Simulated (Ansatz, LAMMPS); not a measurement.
# Structural relaxation of glassy 69SiO2-19Al2O3-6SrO-6Li2O (mol %) (106 atoms)

Aim: bring glassy 69SiO2-19Al2O3-6SrO-6Li2O (mol %) (106 atoms) to a nearby minimum of the energy and see what moves.

Program: Ansatz 0.2.0. Level of theory: Kohn-Sham DFT, PBE, PAW (set soft_2), plane waves. Results are calculated unless marked as measured.

## (1) Set-up

The cell holds 106 atoms: 22 Si, 12 Al, 2 Sr, 4 Li and 66 O. Cell: a = 11.040 Å, b = 11.040 Å, c = 11.040 Å, α = 90.0°, β = 90.0°, γ = 90.0°. 106 atoms (22 Si, 12 Al, 2 Sr, 4 Li, 66 O) placed at random at 2.72 g/cm³, melted at 4000 K for 10 ps at fixed volume with the Morse and Coulomb pair potential with partial charges (Pedone, Malavasi, Menziani, Cormack and Segre, J. Phys. Chem. B 110, 11780 (2006)). Quenched from 4000 K to 300 K at 50 K/ps and fixed volume, held 5 ps.

Limits known from the start: The quench rate of 50 K/ps is orders of magnitude faster than experiment, which tends to freeze in extra defects. The starting topology of bonds comes from the classical model. The Brillouin zone is sampled at Γ only, in a cell whose shortest periodic width is 11 Å.

## (2) Making the structure

A classical potential makes the cell, at a small fraction of what the same run would cost in DFT.

This step: classical MD, Morse and Coulomb pair potential with partial charges (Pedone, Malavasi, Menziani, Cormack and Segre, J. Phys. Chem. B 110, 11780 (2006)) (LAMMPS 22 Jul 2025 - Update 4).

Input file in.lmp:

```
# melt-quench of Si22Al12Sr2Li4O66
units metal
atom_style charge
boundary p p p
region box block 0 11.0396 0 11.0396 0 11.0396
create_box 5 box
mass 1 28.0850   # Si
mass 2 26.9815   # Al
mass 3 87.6200   # Sr
mass 4 6.9400   # Li
mass 5 15.9990   # O
create_atoms 1 random 22 341389 NULL overlap 1.5 maxtry 2000
create_atoms 2 random 12 341396 NULL overlap 1.5 maxtry 2000
create_atoms 3 random 2 341403 NULL overlap 1.5 maxtry 2000
create_atoms 4 random 4 341410 NULL overlap 1.5 maxtry 2000
create_atoms 5 random 66 341417 NULL overlap 1.5 maxtry 2000
pair_style hybrid/overlay pedone 5.5 coul/long 8.0
pair_coeff * * coul/long
pair_coeff 1 5 pedone 0.340554 2.006700 2.100000 1   # Si-O
pair_coeff 2 5 pedone 0.361581 1.900442 2.164818 0.9   # Al-O
pair_coeff 3 5 pedone 0.019623 1.886000 3.328330 3   # Sr-O
pair_coeff 4 5 pedone 0.001114 3.429506 2.681360 1   # Li-O
pair_coeff 5 5 pedone 0.042395 1.379316 3.618701 22   # O-O
set type 1 charge 2.4
set type 2 charge 1.8
set type 3 charge 1.2
set type 4 charge 0.6
set type 5 charge -1.2
kspace_style pppm 1.0e-4
neigh_modify delay 0 every 1 check yes
thermo_style custom step time temp pe press density
thermo_modify norm yes
timestep 0.002
thermo 100
# [... 15 lines left out ...]
fix md all nvt temp 4000 300 0.2
run 37000 post no
unfix md
thermo 1250
fix md all nvt temp 300 300 0.2
run 2500 post no
unfix md
write_dump all custom glass.dump id type xs ys zs modify sort id
```

Run with:

```console
lmp -in in.lmp -log none -nocite
```

Numbers of over 12 decimals in the logs are rounded to 6 here.

What it wrote:

```text
LAMMPS (22 Jul 2025 - Update 4)
Created orthogonal box = (0 0 0) to (11.0396 11.0396 11.0396)
Created 22 atoms
Created 12 atoms
Created 2 atoms
Created 4 atoms
Created 66 atoms
PPPM initialization ...
  G vector (1/distance) = 0.38126732
  grid = 12 12 12
  estimated relative force accuracy = 6.3929672e-05
   Step          Time           Temp          PotEng         Press         Density
         0   0              0             -2.6675213      619370.95      2.7159802
        88   0.176          0             -15.229268     -20170.284      2.7159802
Loop time of 0.0544057 s on 1 MPI rank(s) for 88 steps with 106 atoms
Minimization stats:
  Stopping criterion = energy tolerance
  Energy initial, next-to-last, final =
     -2.66752125961019  -15.2278873292987  -15.2292679348117
  Force two-norm initial, final = 308.55987 2.1196835
  Iterations, force evaluations = 88 107
   Step          Time           Temp          PotEng         Press         Density
[... 7 lines left out ...]
      2499   4.998          4000.3557     -14.589903      44376.46       2.7159802
      3332   6.664          3784.0026     -14.666496      40084.725      2.7159802
      4165   8.33           3718.8486     -14.705317      48688.691      2.7159802
      4998   9.996          4383.5425     -14.662556      58336.867      2.7159802
      5831   11.662         4132.4448     -14.723207      9017.5302      2.7159802
[... 1 line left out ...]
Loop time of 2.15294 s on 1 MPI rank(s) for 5000 steps with 106 atoms
   Step          Time           Temp          PotEng         Press         Density
[... 12 lines left out ...]
Loop time of 15.1898 s on 1 MPI rank(s) for 37000 steps with 106 atoms
   Step          Time           Temp          PotEng         Press         Density
     43000   86             293.51443     -15.363221     -12876.964      2.7159802
     43750   87.5           327.63273     -15.365757     -10156.45       2.7159802
     45000   90             316.32245     -15.360909     -8156.0532      2.7159802
     45500   91             323.97142     -15.366036      2113.3899      2.7159802
Loop time of 0.940993 s on 1 MPI rank(s) for 2500 steps with 106 atoms
```

Elapsed: 19 s, on 1 thread of Arm Neoverse V2, shared host; peak memory 0.07 GiB.

## (3) Single point at the start

The forces at the start show how far the geometry lies from a minimum of this functional.

Input file input.yaml:

```yaml
crystal:
  lattice:
    - [11.0396, 0.0, 0.0]
    - [0.0, 11.0396, 0.0]
    - [0.0, 0.0, 11.0396]
  atoms:
    - { symbol: Si, position: [0.75704, 0.44225, 0.02002] }
    - { symbol: Si, position: [0.03673, 0.95852, 0.60122] }
    - { symbol: Si, position: [0.1407, 0.06301, 0.27371] }
    - { symbol: Si, position: [0.69401, 0.30319, 0.58621] }
    - { symbol: Si, position: [0.01144, 0.67515, 0.29725] }
    - { symbol: Si, position: [0.46463, 0.21833, 0.07035] }
    - { symbol: Si, position: [0.557, 0.90615, 0.44849] }
    - { symbol: Si, position: [0.30646, 0.29592, 0.76067] }
    - { symbol: Si, position: [0.24105, 0.38937, 0.12256] }
    - { symbol: Si, position: [0.36577, 0.05077, 0.89645] }
    - { symbol: Si, position: [0.06358, 0.24292, 0.62936] }
    - { symbol: Si, position: [0.5891, 0.5247, 0.21952] }
    - { symbol: Si, position: [0.15981, 0.5888, 0.5387] }
    - { symbol: Si, position: [0.43641, 0.22575, 0.52939] }
    - { symbol: Si, position: [0.96716, 0.84386, 0.8577] }
    - { symbol: Si, position: [0.22879, 0.53816, 0.89564] }
    - { symbol: Si, position: [0.77428, 0.62962, 0.81902] }
    - { symbol: Si, position: [0.99143, 0.41999, 0.17551] }
    - { symbol: Si, position: [0.53595, 0.90783, 0.72673] }
    - { symbol: Si, position: [0.63672, 0.5794, 0.60225] }
    - { symbol: Si, position: [0.55292, 0.79105, 0.09952] }
    - { symbol: Si, position: [0.65765, 0.23924, 0.86762] }
    - { symbol: Al, position: [0.33165, 0.5244, 0.34375] }
    - { symbol: Al, position: [0.72853, 0.67498, 0.38481] }
    - { symbol: Al, position: [0.39047, 0.73302, 0.56442] }
    - { symbol: Al, position: [0.72292, 0.95091, 0.92339] }
    - { symbol: Al, position: [0.91807, 0.22551, 0.3892] }
    - { symbol: Al, position: [0.32842, 0.81322, 0.25482] }
    - { symbol: Al, position: [0.20948, 0.32469, 0.39248] }
    - { symbol: Al, position: [0.62495, 0.1704, 0.32691] }
    - { symbol: Al, position: [0.99419, 0.4757, 0.76019] }
    - { symbol: Al, position: [0.11497, 0.8574, 0.10255] }
    - { symbol: Al, position: [0.29701, 0.96699, 0.47942] }
    - { symbol: Al, position: [0.31195, 0.78352, 0.95324] }
    - { symbol: Sr, position: [0.97207, 0.17444, 0.94741] }
    - { symbol: Sr, position: [0.85039, 0.93632, 0.31319] }
    - { symbol: Li, position: [0.9196, 0.64059, 0.57069] }
    - { symbol: Li, position: [0.49427, 0.03301, 0.20097] }
    - { symbol: Li, position: [0.78816, 0.8713, 0.63543] }
    - { symbol: Li, position: [0.23615, 0.83246, 0.7385] }
    - { symbol: O, position: [0.87317, 0.69291, 0.32447] }
    - { symbol: O, position: [0.67708, 0.24248, 0.72129] }
    - { symbol: O, position: [0.74878, 0.65199, 0.54131] }
    - { symbol: O, position: [0.99573, 0.32066, 0.73037] }
    - { symbol: O, position: [0.24614, 0.95817, 0.32378] }
    - { symbol: O, position: [0.67812, 0.54167, 0.333] }
    - { symbol: O, position: [0.86734, 0.741, 0.81314] }
    - { symbol: O, position: [0.88031, 0.42355, 0.08173] }
    - { symbol: O, position: [0.77548, 0.15976, 0.33203] }
    - { symbol: O, position: [0.74942, 0.58218, 0.95825] }
    - { symbol: O, position: [0.65032, 0.81819, 0.39574] }
    - { symbol: O, position: [0.20278, 0.18712, 0.30038] }
    - { symbol: O, position: [0.02758, 0.55238, 0.21572] }
    - { symbol: O, position: [0.34622, 0.30061, 0.08814] }
    - { symbol: O, position: [0.42292, 0.85658, 0.46182] }
    - { symbol: O, position: [0.58547, 0.23996, 0.49169] }
    - { symbol: O, position: [0.35927, 0.29562, 0.43885] }
    - { symbol: O, position: [0.57283, 0.02632, 0.36548] }
    - { symbol: O, position: [0.95465, 0.33949, 0.2868] }
    - { symbol: O, position: [0.10018, 0.34553, 0.09434] }
    - { symbol: O, position: [0.92611, 0.89995, 0.53602] }
    - { symbol: O, position: [0.85574, 0.5253, 0.75706] }
    - { symbol: O, position: [0.05607, 0.81003, 0.9635] }
    - { symbol: O, position: [0.0377, 0.89466, 0.73753] }
    - { symbol: O, position: [0.01294, 0.08282, 0.34441] }
    - { symbol: O, position: [0.28793, 0.42676, 0.81027] }
    - { symbol: O, position: [0.22716, 0.42551, 0.26191] }
    - { symbol: O, position: [0.06755, 0.54082, 0.63197] }
    - { symbol: O, position: [0.88682, 0.95053, 0.91372] }
    - { symbol: O, position: [0.38524, 0.09011, 0.52729] }
    - { symbol: O, position: [0.08191, 0.65404, 0.42237] }
    - { symbol: O, position: [0.31783, 0.67943, 0.33148] }
    - { symbol: O, position: [0.64707, 0.61355, 0.74819] }
    - { symbol: O, position: [0.19589, 0.25282, 0.68579] }
    - { symbol: O, position: [0.53217, 0.25718, 0.94384] }
    - { symbol: O, position: [0.47061, 0.85293, 0.21029] }
    - { symbol: O, position: [0.16635, 0.94618, 0.54327] }
    - { symbol: O, position: [0.7391, 0.33864, 0.92487] }
    [... 22 atom lines left out ...]
    - { symbol: O, position: [0.27567, 0.50348, 0.03463] }
    - { symbol: O, position: [0.25354, 0.67284, 0.86993] }
    - { symbol: O, position: [0.66324, 0.87571, 0.05799] }
    - { symbol: O, position: [0.04362, 0.78805, 0.22368] }
    - { symbol: O, position: [0.46108, 0.49147, 0.27369] }
    - { symbol: O, position: [0.02335, 0.10472, 0.62842] }
kpoints:
  mp_grid: { grid: [1, 1, 1] }
hamiltonian:
  xc: pbe
scf:
  occupations: { method: fixed }
output:
  forces: true
  stress: true
  populations: intrinsic
  dos:
    method: { smearing: { sigma: 0.1 } }
    de: 0.1
    projected: { site_lists: { Al: [Al], Li: [Li], O: [O], Si: [Si], Sr: [Sr] } }
  eigenvalues: true
```

Run with:

```console
ansatz run input.yaml --threads 4 --pin off --max-ram 8192MiB --backend cpu --events-out ev --progress --plain --runs-dir out
```

What it wrote:

```text
Engine: ansatz 0.2.0, aarch64-unknown-linux-gnu
Pseudopotentials: kind: paw
Pseudopotential: Si, paw, valence charge 4, recommended cutoff 420 eV (normal), Si.paw.azcp
Pseudopotential: Al, paw, valence charge 3, recommended cutoff 420 eV (normal), Al.paw.azcp
Pseudopotential: Sr, paw, valence charge 10, recommended cutoff 420 eV (normal), Sr.paw.azcp
Pseudopotential: Li, paw, valence charge 3, recommended cutoff 420 eV (normal), Li.paw.azcp
Pseudopotential: O, paw, valence charge 6, recommended cutoff 420 eV (normal), O.paw.azcp
[... 5 lines on functional and potentials left out ...]
Crystal: 106 atoms, lattice volume = 1345.427 Å³
Basis set: ecut = 420 eV, 26193 PW (Γ), exchange–correlation on 150×150×150 points (8 copies of the dense FFT grid, shifted against one another)
Bands: 382, of which v1, the nominal top of the filled ones, is band 276 counted from 1 (275 counted from 0)
Symmetry: 1 space group operations
Space group: P1 (ITA 1), of the structure as read, at distance tolerance 1.1e-4 Å
k-points: 1
[... 11 lines on functional and potentials left out ...]
Initial density: superposition of atomic densities (neutral atoms: chi_scale 0, normalization atom), corrected by the library's trained network
Initial wavefunctions: pseudopotential atomic-orbital guess
Functional: x = pbe(κ = 0.804, μ = 0.219515), c = pbe(β = 0.066725)
SCF iter   1: F=—  HF=-65914.978823 eV  |F-HF|=—  |Δ(HF+E_count)|=         —  Δρ=2.10e-3  dr2=6.40e-2  ethr=1.77e-3  ⟨swp⟩=7.0  Hψ=1499  notcnv=0  defer=104
preconditioner: auto → Resta (q_TF=auto, 2.352 Å⁻¹)  ε∞=3.2  [insulator: Δε(μ)=3.790 eV  Ē_g=16.035 eV  n_scr=304 (ndim 8)  ℏωp=23.5 eV  f_vac=0.121  ε∞_Penn≈3.2]
SCF iter   2: F=—  HF=-65914.994734 eV  |F-HF|=—  |Δ(HF+E_count)|=   1.59e-2  Δρ=1.12e-3  dr2=1.47e-2  ethr=1.16e-5  ⟨swp⟩=3.0  Hψ=647  notcnv=0  defer=104
SCF iter   3: F=—  HF=-65914.998863 eV  |F-HF|=—  |Δ(HF+E_count)|=   4.13e-3  Δρ=4.61e-4  dr2=4.12e-3  ethr=2.66e-6  ⟨swp⟩=3.0  Hψ=493  notcnv=0  defer=104
SCF iter   4: F=—  HF=-65914.999483 eV  |F-HF|=—  |Δ(HF+E_count)|=   6.21e-4  Δρ=1.37e-4  dr2=2.57e-4  ethr=7.47e-7  ⟨swp⟩=3.0  Hψ=496  notcnv=0  defer=104
SCF iter   5: F=—  HF=-65914.999496 eV  |F-HF|=—  |Δ(HF+E_count)|=   1.29e-5  Δρ=7.71e-5  dr2=7.14e-5  ethr=4.65e-8  ⟨swp⟩=2.0  Hψ=498  notcnv=0  defer=104
SCF iter   6: F=—  HF=-65914.996587 eV  |F-HF|=—  |Δ(HF+E_count)|=   2.91e-3  Δρ=2.64e-5  dr2=8.10e-6  ethr=1.29e-8  ⟨swp⟩=2.0  Hψ=658  notcnv=0  defer=104
SCF iter   7: F=—  HF=-65914.996589 eV  |F-HF|=—  |Δ(HF+E_count)|=   2.23e-6  Δρ=8.80e-6  dr2=1.08e-6  ethr=1.47e-9  ⟨swp⟩=2.0  Hψ=494  notcnv=0  defer=104
SCF iter   8: F=—  HF=-65914.996591 eV  |F-HF|=—  |Δ(HF+E_count)|=   1.07e-6  Δρ=6.86e-6  dr2=5.06e-7  ethr=1.96e-10  ⟨swp⟩=2.0  Hψ=555  notcnv=0  defer=104
SCF iter   9: F=-65914.996591 eV  HF=-65914.996591 eV  |F-HF|=2.17e-8  |Δ(HF+E_count)|=   3.48e-9  Δρ=1.18e-6  dr2=2.15e-8  ethr=1.81e-11  ⟨swp⟩=20.0  Hψ=2759  notcnv=0
SCF 1 converged in 9 iterations: F = -65914.996591 eV  dr2 = 2.15e-8
  greatest PAW one-centre occupation: 1.000 electrons in one spin orbital (limit 2), on the Li atom at site 37 (counted from 0), in its partial waves of l = 0
SCF converged after 9 iterations
Free energy (F): -65914.996591 eV
Harris-Foulkes:  -65914.996591 eV  (|F-HF|=2.17e-8)
Internal energy: -65914.996591 eV  (E = F + TS)
E sigma→0 (E₀):  -65914.996591 eV
Fermi energy:    3.798898 eV
--- Per-component energies (eV) ---
  E_band       = -2423.156998
  E_kinetic    = 13701.971257
  E_local      = -35497.569637  (includes V_loc(G=0)·N_el)
  E_nonlocal   = 4105.435621
  E_hartree    = 13002.268820
  E_xc         = -7023.651945
  E_vxc        = -8065.949095  (∫ρ·V_xc dr)
  E_paw        = -32869.663741  (= ΣΔE_a)
  E_vpaw       = -2671.751281  (= ΣTr[D̂ρ^β])
  E_aug_tail   = 0.169305  (compensation charges beyond the density's cutoff)
  E_ewald      = -21333.956271
  E_smearing   = -0.000000  (= −TS)
  E_closure    = 0.000000  (closes the sum)
  Σ components = -65914.996591   (vs F -65914.996591, Δ=0.00e0)
--- Forces (eV/Å), atoms counted from 1 ---
  atom   1  Si    -2.12872243     4.50318296    -0.71828770
  atom   2  Si    -0.66901141     1.21673222     0.81458159
  atom   3  Si     0.69528775     0.89472856     3.21582602
  atom   4  Si     1.69909886    -1.97493805    -0.81756721
  atom   5  Si     0.09490111    -3.21897135     0.71113157
  atom   6  Si    -0.99623569    -0.23047333    -2.45158537
  atom   7  Si     1.17559848     3.35599437     0.19813873
  atom   8  Si     0.86821874    -2.70204467     0.34726144
  atom   9  Si    -0.59783009     0.90803864    -1.85344175
  atom  10  Si     1.60129369    -1.16314160    -0.00784955
  atom  11  Si     0.94597234     0.73816896    -0.71185280
  atom  12  Si     0.21613903     2.66635037     0.15535413
  atom  13  Si    -0.57146978     1.94416401    -2.57355177
  atom  14  Si    -0.16621359    -1.27913746     2.05970708
[...]
atom 105  O      0.63413551    -1.57034135    -0.92586739
  atom 106  O     -1.17245224    -1.09370965     0.57416245
  max |Σ_I F_I| component: 1.47e-4 eV/Å
--- Stress (GPa, compression-positive) ---
        9.461335       0.735508       0.975998
        0.735502       7.398777       0.662553
        0.976006       0.662555       5.139924
  P = ⅓ Tr σ = 7.3333 GPa (73.333 kbar)
--- Band table (eV) ---
  k-point 0: bands = ["-40.7363", "-40.4992", "-40.2842", "-39.8549", [... 366 levels ...], "14.2061", "14.2478", "14.2708", "14.3181", "14.3359", "14.4032", "14.4224", "14.4772", "14.5095", "14.5399", "14.5897", "14.6725"]
--- intrinsic populations: 106 sites ---
  site symbol       q [e]
     0     Si      2.2160
     1     Si      2.3105
     2     Si      2.3064
[...]
105      O      6.9021
  spilling = 0.000000 (of n_electrons = 552.000000)
```

The job ended after 21 s (4 threads of Arm Neoverse V2, shared host; peak memory 1.7 GiB; 79 s of CPU time).

Reading the cycles: dr2 is the Hartree energy of the density residual (eV), the measure of convergence; HF is the Harris–Foulkes estimate of the energy, which meets the free energy F at convergence.

Numbers from this run:

| Item | Value |
| --- | --- |
| free energy | -65914.9966 eV |
| free energy per atom | -621.8396 eV/atom |
| SCF cycles | 9 |
| pressure | 7.333 GPa |
| r.m.s. force component | 1.297 eV/Å |
| longest force | 5.032 eV/Å |
| Fermi energy | 3.799 eV |
| gap (highest filled to lowest empty level) | 3.722 eV |

The r.m.s. force component of 1.3 eV/Å and the pressure of 7.3 GPa set the starting point.

Length of the force by element:

| element | coordination | atoms | mean length of the force (eV/Å) | spread | least | most |
| --- | --- | --- | --- | --- | --- | --- |
| Al | all | 12 | 1.85 | 1.11 | 0.604 | 3.84 |
| Li | all | 4 | 0.638 | 0.486 | 0.181 | 1.43 |
| O | all | 66 | 1.87 | 0.949 | 0.414 | 4.76 |
| Si | all | 22 | 2.72 | 1.05 | 0.842 | 5.03 |
| Sr | all | 2 | 0.418 | 0.0261 | 0.392 | 0.444 |

[end of part 1 of 3]

[Logs are printed without paths, hosts, clocks, repeated set-up lines and the standing remarks that a program may print on its own settings, such as how far it seeks lower states.]

[Hosts, paths, dates, database ids (printed as entryN), source tags and the programs' standing remarks are cut or masked in the printed files.]
